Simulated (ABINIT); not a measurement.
Planning a run of ABINIT 10.8.3 on SiC (Moissanite). The input:

```
acell 3*1.0 Angstrom
rprim 
  3.075999999976 0.000000000005 0.000000000000
  -1.537999999993 2.663894142018 0.000000000000
  0.000000000000 0.000000000000 5.048000000000
ntypat 2
znucl 14 6
natom 4
typat 1 1 2 2
xred 
  0.333333333333 0.666666666667 0.000000000000
  0.666666666667 0.333333333333 0.500000000000
  0.333333333333 0.666666666667 0.385000000000
  0.666666666667 0.333333333333 0.885000000000
pp_dirpath "pseudos"
pseudos "Si.upf, C.upf"
ecut 37
ngkpt 3 3 2
nshiftk 1
shiftk 0 0 0
kptopt 1
chksymbreak 0
istwfk *1
occopt 1
irdwfk 1
optdriver 4
nband 58
gwcalctyp 10
ecutsigx 37
symsigma 1
nkptgw 6
kptgw 
  0.0000000000 0.0000000000 0.0000000000
  0.3333333333 0.0000000000 0.0000000000
  0.3333333333 0.3333333333 0.0000000000
  0.0000000000 0.0000000000 0.5000000000
  0.3333333333 0.0000000000 0.5000000000
  0.3333333333 0.3333333333 0.5000000000
bdgw 
  1 16
  1 16
  1 16
  1 16
  1 16
  1 16
ecuteps 4.8
irdscr 1
ppmodel 1
irdqps 1
indata_prefix "in"
outdata_prefix "out"
tmpdata_prefix "tmp"
```

```sh
OMP_NUM_THREADS=1 mpirun -n 4 abinit run.abi > log
```

Question: Estimate wall time and host memory on 4 MPI ranks of Arm Neoverse N1, shared host.

It took 27 s; on shared hardware allow 14 s to 54 s. Peak host memory was 0.63 GiB.

[Paths, hosts, dates, memory and timing lines, banners, echoed tables and standing remarks are left out of the program output.]

[Logs are printed without paths, hosts, clocks, repeated set-up lines and the standing remarks that a program may print on its own settings, such as how far it seeks lower states.]

[Runs of the session that timed out or met a known fault of the program may be left out.]

[Hosts, paths, dates, database ids (printed as entryN), source tags and the programs' standing remarks are cut or masked in the printed files.]

[G0W0 gaps are taken among the corrected bands and points alone; a level outside them can change the order at an edge.]

[Where Ansatz stands beside ABINIT at settings called matched, ABINIT's density can come from a denser mesh and the files from another edition; pairs whose starting gaps differed by over 0.03 eV were left out, so agreement reads better than it is.]
